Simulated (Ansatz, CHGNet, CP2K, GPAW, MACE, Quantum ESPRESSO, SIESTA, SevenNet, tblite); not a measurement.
# P6_3/mmc (COD entry) Sr2MgAl3, size series (48 atoms) in GPAW

How near does GPAW come to plane waves for P6_3/mmc (COD entry) Sr2MgAl3, size series (48 atoms)?

Program: GPAW 26.7.0. Level of theory: the method is named at each step. Results are calculated unless marked as measured.

### 1. The starting structure

The cell holds 48 atoms: 16 Sr, 8 Mg and 24 Al. Cell: a = 12.740 Å, b = 12.740 Å, c = 10.140 Å, α = 90.0°, β = 90.0°, γ = 120.0°. It derives from Sr2MgAl3 (P6_3/mmc (measured, COD)), repeated 2×2×1. P6_3/mmc (COD entry) Sr2MgAl3 (cell 6.37, 6.37, 10.14, 90, 90, 120), 2 x 2 x 1 conventional cells; every coordinate displaced by a Gaussian of 0.08 Å. Then every atom was moved at random, 0.05 Å r.m.s. a Cartesian component.

The yardstick, on the same geometry:

| Item | Value |
| --- | --- |
| method | Kohn-Sham DFT, PBE, PAW, plane waves (Ansatz 0.2.0); cutoff 420 eV, Γ point, fermi-dirac smearing of 0.05 eV; PAW set soft_2 |
| r.m.s. force component | 0.2045 eV/Å |
| longest force | 0.65 eV/Å |
| pressure | -4.074 GPa |
| SCF cycles | 9 |
| time | 6 s on 8 threads of Arm Neoverse V1, shared host |
| CPU time | 42 s |

### 2. PBE, plane waves 550 eV

Method: Kohn-Sham DFT, PBE, PAW, plane waves.

The input, run.py:

```python
import numpy as np
from ase.io import read
from gpaw import GPAW, FermiDirac, PW
from ase.parallel import parprint as print

atoms = read("structure.xyz")
atoms.calc = GPAW(
    mode=PW(550),
    xc="PBE",
    kpts={"size": (1, 1, 1), "gamma": True},
    occupations=FermiDirac(0.05),
    maxiter=200,
    symmetry={"point_group": False},
    nbands=189,
    txt="gpaw.txt",
)
energy = atoms.get_potential_energy(force_consistent=True)
forces = atoms.get_forces()
print(f"energy {energy:.6f} eV")
print("forces (eV/A)")
for i, (a, f) in enumerate(zip(atoms, forces)):
    print(f"{i:4d} {a.symbol:2s} {f[0]:10.5f} {f[1]:10.5f} {f[2]:10.5f}")
stress = -atoms.get_stress(voigt=False) * 160.21766
print("stress (GPa, compression positive)")
for row in stress:
    print(" ".join(f"{x:10.4f}" for x in row))
print(f"Fermi level {atoms.calc.get_fermi_level():.4f} eV")
for k in range(len(atoms.calc.get_ibz_k_points())):
    for s in range(atoms.calc.get_number_of_spins()):
        e = atoms.calc.get_eigenvalues(kpt=k, spin=s)
        n = np.searchsorted(e, atoms.calc.get_fermi_level())
        print(f"k {k} spin {s} levels about the Fermi level:", np.round(e[max(n - 6, 0):n], 4).tolist(), "|", np.round(e[n:n + 6], 4).tolist())
```

The input, structure.xyz:

```xyz
48
Lattice="12.73980 0.00000 0.00000 -6.36990 11.03299 0.00000 0.00000 0.00000 10.14000" Properties=species:S:1:pos:R:3 pbc="T T T"
Sr -0.02981 3.54115 0.56926
Sr 3.24381 1.85244 5.63520
Sr 3.23903 1.80908 9.46214
Sr 0.12995 3.68833 4.40999
Mg 6.31862 10.83892 10.10147
Mg 6.32805 11.02118 5.20567
Al 3.27521 3.60525 2.46615
Al 1.53725 0.78345 2.44121
Al 4.71309 0.91618 2.56816
Al -0.00363 1.80246 7.44093
Al 1.57623 4.41419 7.56414
Al -1.72936 4.70303 7.81429
Sr -3.14495 9.05036 0.54462
Sr 0.01134 7.47706 5.60215
Sr 0.05446 7.34411 9.68989
Sr -3.13501 9.20240 4.38748
Mg -3.05035 5.65077 10.12925
Mg -2.97379 5.48086 5.08714
Al 0.15906 9.12572 2.54311
Al -1.61292 6.34386 2.48491
Al 1.62184 6.41778 2.67250
Al -3.15813 7.43105 7.51283
Al -1.65293 10.05823 7.66858
Al -4.63850 10.04763 7.55653
Sr 6.46781 3.78178 0.55466
Sr 9.54670 1.82044 5.61026
Sr 9.56517 1.71872 9.57977
Sr 6.40226 3.56961 4.44264
Mg 6.42379 0.03133 10.04712
Mg 6.44124 0.06885 4.90857
Al 9.39376 3.61650 2.60456
Al 8.16812 0.67412 2.44759
Al 11.11044 0.93593 2.67442
Al 6.44398 1.77598 7.62204
Al 7.94167 4.52297 7.40727
Al 4.84654 4.48326 7.71715
Sr 3.23992 9.18199 0.53377
Sr 6.16842 7.43657 5.61350
Sr 6.48991 7.19616 9.50889
Sr 3.16336 9.22016 4.56959
Mg 3.14444 5.42183 10.08210
Mg 3.11437 5.49090 5.03735
Al 6.52673 9.20151 2.69258
Al 4.86386 6.32731 2.51989
Al 7.84816 6.51774 2.67321
Al 3.36515 7.35823 7.65306
Al 4.67576 10.10931 7.60216
Al 1.61630 10.09166 7.45706
```

Launch:

```console
> OMP_NUM_THREADS=1 mpirun -np 2 gpaw python run.py > output.txt
```

Log:

```text
energy -132.603751 eV
forces (eV/A)
   0 Sr    0.07436    0.05731    0.13165
   1 Sr   -0.06057   -0.13505    0.20897
   2 Sr   -0.07931   -0.13743    0.02935
   3 Sr   -0.31806   -0.08094   -0.10696
   4 Mg    0.19665    0.24270   -0.00552
   5 Mg    0.07075   -0.04606   -0.39003
   6 Al   -0.02871    0.17280   -0.04317
   7 Al   -0.00712    0.00198   -0.09441
   8 Al    0.03978   -0.02418   -0.17868
   9 Al    0.03588   -0.01470    0.30773
  10 Al    0.09041    0.21766   -0.02482
  11 Al    0.05868   -0.18501   -0.34418
  12 Sr   -0.04621    0.35352    0.34637
  13 Sr   -0.04804   -0.30384    0.48112
  14 Sr    0.05286   -0.07445   -0.49881
  15 Sr   -0.13618   -0.04295   -0.05925
  16 Mg   -0.31347   -0.36618    0.19946
  17 Mg   -0.35424    0.09159    0.00508
  18 Al   -0.12016    0.21525   -0.10137
  19 Al   -0.00962   -0.00389    0.15701
  20 Al    0.07827   -0.01508   -0.32429
  21 Al    0.05418   -0.27011   -0.05443
  22 Al    0.16894    0.06865   -0.14872
  23 Al   -0.12407    0.12517    0.12320
[...]
40 Mg    0.13807    0.08686    0.17237
  41 Mg    0.22594   -0.01743    0.22819
  42 Al   -0.16411    0.17445   -0.20648
  43 Al   -0.19678   -0.06250   -0.04464
  44 Al    0.24149   -0.14405   -0.20934
  45 Al   -0.32234   -0.14051   -0.08278
  46 Al    0.15307   -0.02810    0.17175
  47 Al   -0.06925    0.16036    0.20859
stress (GPa, compression positive)
   -6.1168    -0.0397    -0.0702
   -0.0397    -6.2095    -0.0505
   -0.0702    -0.0505     0.2344
Fermi level 4.6522 eV
k 0 spin 0 levels about the Fermi level: [4.052, 4.5428, 4.5925, 4.6154, 4.6204, 4.6452] | [4.6623, 4.8832, 4.9271, 4.9632, 4.9779, 5.0052]
```

gpaw.txt:

```text
Input parameters:
  mode=PW(ecut=550.0),
  kpts=MonkhorstPack(size=(1, 1, 1), gamma=True),
  maxiter=200,
  nbands=189,
  occupations=Occupations(name='fermi-dirac', width=0.05, fixmagmom=False),
  symmetry=Symmetry(point_group=False),
  xc=XC(name='PBE')
Diagonalizing LCAO Hamiltonian
Converting LCAO to pw mode
Unit cell  # Å
| periodic |         x |         y |         z |   lengths |     angles |
|----------|-----------|-----------|-----------|-----------|------------|
|      yes | 12.739800 |  0.000000 |  0.000000 | 12.739800 |  90.000000 |
|      yes | -6.369900 | 11.032990 |  0.000000 | 12.739800 |  90.000000 |
|      yes |  0.000000 |  0.000000 | 10.140000 | 10.140000 | 120.000001 |
Number of symmetries: 1
Symmetry operations  # r_c * U_cc + t_c -> r_c
|   | kind |            matrix            |
|---|------|------------------------------|
| 0 |  E   |  1, 0, 0,  0, 1, 0,  0, 0, 1 |
BZ-sampling:
  Number of BZ points: 1
  Number of IBZ points: 1
[... lines left out ...]
  Converge bands: occupied
[... lines left out ...]
  Fermi-Dirac:
[... lines left out ...]
  name: PBE with 2 nearest neighbor stencil
Initialization done in: 7.932 s
convergence criteria:
- Maximum [total energy] change in last 3 cyles: 0.0005 eV / valence electron
- Maximum integral of absolute [dens]ity change: 0.0001 electrons / valence electron
- Maximum integral of absolute [eigenst]ate change: 4e-08 eV^2 / valence electron
maximum number of iterations: 200
SCF iterations
|iter     |      energy | eigst |  dens |
|---------|-------------|-------|-------|
|iter:   1| -131.209205 | +0.57 |       |
|iter:   2| -133.011549 | -0.21 | -1.21 |
|iter:   3| -133.410909 | -0.83 | -1.27 |
|iter:   4| -133.664410 | -0.75 | -1.41 |
|iter:   5| -132.604324 | -1.19 | -1.50 |
|iter:   6| -132.651860 | -1.44 | -1.89 |
|iter:   7| -132.450475 | -1.93 | -1.91 |
|iter:   8| -132.475391 | -2.16 | -2.25 |
|iter:   9| -132.431514c| -2.50 | -2.25 |
|iter:  10| -132.425203c| -2.90 | -2.55 |
|iter:  11| -132.426782c| -3.34 | -2.75 |
[...]
|iter:  15| -132.421738c| -4.81 | -3.51 |
|iter:  16| -132.421376c| -5.08 | -3.56 |
|iter:  17| -132.421440c| -5.88 | -4.04c|
|iter:  18| -132.421382c| -6.31 | -4.28c|
|iter:  19| -132.421423c| -6.68 | -4.34c|
|iter:  20| -132.421414c| -7.54c| -4.75c|
Converged in 20 steps
SCF loop duration: 127.656 s (6.383 s/step)
Energy contributions relative to reference atoms: (reference = -1586027.637593)
Energy contributions:
  Kinetic:         -59.326078
  Coulomb:         103.858613
  Zero:             -3.107091
  External:          0.000000
  Xc:             -173.664521
  Entropy:          -0.364673
  Spinorbit:         0.000000
  ----------------------------
  Free energy:    -132.603751
  Extrapolated:   -132.421414
dipole moment: (6.962046, -8.554250, 52.201334)  # |e|*Ang
Fermi level: 4.652
Eigenvalues  # (at kpt = [0.000, 0.000, 0.000])
| band index |      eig [eV] | occ [0-2] |
|------------|---------------|-----------|
|          0 |       -71.530 |     2.000 |
|        ... |               |           |
|        149 |         3.923 |     2.000 |
|        150 |         3.932 |     2.000 |
[...]
|        ... |               |           |
[...]
Gap: 0.017 eV
Transition (v -> c):
  (s=0, k=0, n=156, [0.00, 0.00, 0.00]) -> (s=0, k=0, n=157, [0.00, 0.00, 0.00])
No difference between direct/indirect transitions
Force computation time: 3.044  # s
Stress tensor  # eV/Ang^3
|        x |        y |         z |
|----------|----------|-----------|
[...]
| 0.000248 | 0.038757 |  0.000315 |
| 0.000438 | 0.000315 | -0.001463 |
Stress computation time: 20.203  # s
```

Wall time 2.7 min (2 MPI ranks of Arm Neoverse V1, shared host); peak memory 1.3 GiB; 5.4 min of CPU time.

Banners, paths, timers and routine set-up lines are dropped from the logs unmarked, and long logs keep their key lines alone; longer cuts are marked.

Numbers from this run, and their distance from the reference:

```
r.m.s. force component                  : 0.207 eV/Å
r.m.s. difference of force components   : 4.032 meV/Å
longest difference of force vectors     : 10.89 meV/Å
force difference over r.m.s. force      : 1.971 %
slope of forces against the reference's : 1.012
correlation of force components         : 0.9999
pressure                                : -4.031 GPa
pressure difference                     : 0.0438 GPa
```

Length of the force difference by element (eV/Å):

| element | atoms | mean | most |
| --- | --- | --- | --- |
| Al | 24 | 0.0087 | 0.011 |
| Mg | 8 | 0.002 | 0.0041 |
| Sr | 16 | 0.005 | 0.0094 |

A closer look about Sr26, picked at random: 17 atoms, nearest first, numbered in the order of the input, with positions taken from that point.

| atom | x | y | z | distance (Å) | bonds | Fx | Fy | Fz (eV/Å) |
| --- | --- | --- | --- | --- | --- | --- | --- | --- |
| Sr26 | 0.00 | 0.00 | 0.00 | 0.00 | 16 | 0.13 | 0.07 | 0.45 |
| Al33 | 1.56 | -0.88 | -2.94 | 3.44 | 12 | 0.13 | -0.21 | -0.19 |
| Al31 | -0.15 | 1.80 | -3.01 | 3.50 | 12 | 0.44 | 0.14 | -0.14 |
| Al35 | -1.61 | 2.70 | 1.80 | 3.62 | 12 | 0.22 | 0.15 | 0.19 |
| Mg30 | -3.11 | -1.75 | -0.70 | 3.63 | 12 | -0.06 | -0.21 | 0.27 |
| Al32 | -1.38 | -1.15 | -3.16 | 3.64 | 12 | -0.29 | 0.32 | -0.02 |
| Mg6 | 3.15 | -1.83 | -0.40 | 3.67 | 12 | 0.07 | -0.05 | -0.39 |
| Al48 | -1.56 | -2.76 | 1.85 | 3.67 | 12 | -0.07 | 0.16 | 0.21 |
| Al10 | 3.19 | -0.02 | 1.83 | 3.68 | 12 | 0.04 | -0.01 | 0.31 |
| Al34 | -3.10 | -0.04 | 2.01 | 3.70 | 12 | -0.01 | -0.04 | -0.17 |
| Mg18 | 0.22 | 3.66 | -0.52 | 3.70 | 12 | -0.35 | 0.09 | 0.01 |
| Al47 | 1.50 | -2.74 | 1.99 | 3.71 | 12 | 0.15 | -0.03 | 0.17 |
| Sr40 | -0.01 | -3.63 | -1.04 | 3.78 | 16 | 0.09 | -0.09 | -0.52 |
| Sr28 | -3.14 | 1.75 | -1.17 | 3.78 | 16 | -0.10 | 0.27 | -0.22 |
| Al12 | 1.46 | 2.88 | 2.20 | 3.91 | 12 | 0.06 | -0.19 | -0.34 |
| Sr27 | 0.02 | -0.10 | 3.97 | 3.97 | 16 | 0.04 | 0.23 | -0.34 |
| Sr4 | 3.32 | 1.87 | -1.20 | 4.00 | 16 | -0.32 | -0.08 | -0.11 |

Atoms are counted from 1 here, from 0 in the log.

Forces lie 2.0 % from the reference's, at 7.6 times its CPU time (on 2 against 8 cores).

Further runs of this program without a result: GPAW PBE, LCAO dzp, h 0.2 Å (cut off at its time limit); GPAW PBE, LCAO sz(dzp), h 0.2 Å (cut off at its time limit); GPAW PBE, LCAO dzp, h 0.16 Å (cut off at its time limit); GPAW PBE, LCAO dzp, h 0.2 Å, other mixer settings (cut off at its time limit).

### 3. Outcome

| Item | Value |
| --- | --- |
| force difference from the reference | GPAW PBE, plane waves 550 eV, 2.0 % |
| its CPU time | 5.4 min |

**Reading.** PBE on plane waves or a grid with other potentials, cutoffs or grids differs from the reference by 2.0 % (GPAW PBE, plane waves 550 eV) of the r.m.s. force; this holds the reference's own error, so differences of a few per cent don't tell which side is nearer the exact PBE result. The reference's stress is far from hydrostatic: its diagonal is -6.1, -6.2, 0.1 GPa, compression counted positive. The reference's pressure of -4.1 GPa says that the cell would shrink at this level of theory. The electronic-structure runs sample only Γ, in a cell whose shortest periodic width is 10 Å, which is coarse for a cell with partly filled levels.

[Also dropped from logs without a mark: logging warnings of Python, and SIESTA's first energy breakdown and zero terms.]

[Logs are printed without paths, hosts, clocks, repeated set-up lines and the standing remarks that a program may print on its own settings, such as how far it seeks lower states.]

[Hosts, paths, dates, database ids (printed as entryN), source tags and the programs' standing remarks are cut or masked in the printed files.]
